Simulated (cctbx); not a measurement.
**Resonant diffraction in NaIn9Rh2**

Space group P6/mmm (no. 191), a = 8.5920 Å, b = 8.5920 Å, c = 4.1630 Å, α = 90.00°, β = 90.00°, γ = 120.00°.

```csv
atom,mult.,x,y,z,Ueq (Å²)
In1,3,1/2,1/2,0,0.0056
In2,6,0.4194,0.2097,1/2,0.0046
Rh1,2,2/3,1/3,0,0.0051
Na1,1,0,0,0,0.0069
```

The model was made for the exercise: a known structure type with other elements put in, its volume estimated, not relaxed; displacement parameters are assumed.

Calculated with cctbx: free-atom f′ and f″ from the Sasaki tables, no fine structure; amplitudes in electrons.

```csv
E (eV),F 1 2 0,F 0 0 2,F 0 2 1,F 0 0 1
22620,70.9,381.9,185.3,44.1
22970,71.5,380.0,185.8,45.4
23100,72.1,378.4,186.3,46.7
23160,72.8,377.0,186.9,47.9
23190,73.4,375.7,187.5,49.2
23205,74.0,374.5,188.2,50.5
23212,74.6,373.3,188.7,51.6
23216,75.2,372.1,189.3,52.8
23224,76.1,370.4,190.2,54.9
23228,74.9,372.8,189.0,52.5
23235,74.2,374.2,188.3,51.0
23250,73.4,375.7,187.5,49.6
23280,72.7,377.0,186.8,48.1
23370,71.7,378.7,185.8,46.2
23620,70.6,380.3,184.5,44.0
```

**Question.** Which edge is crossed, and why do the reflections move as they do?

The K edge of Rh. The edge is at 23220 eV. f′ of Rh falls from -4.7 e at 23100 eV to -7.8 e at 4 eV below it, and f″ steps from 0.55 to 3.65 e across it. Over that approach |F| changes by +4 % (1 2 0), -2 % (0 0 2), +2 % (0 2 1) and +13 % (0 0 1): a reflection falls where Rh scatters in phase with the total and rises where it scatters against it; it hardly moves where the Rh term is small or cancels by symmetry. Above the edge the larger f″ enters the imaginary part, where it can add to or cancel the other atoms' f″. The structure is centrosymmetric, so Friedel mates stay equal.

[Logs are printed without paths, hosts, clocks, repeated set-up lines and the standing remarks that a program may print on its own settings, such as how far it seeks lower states.]
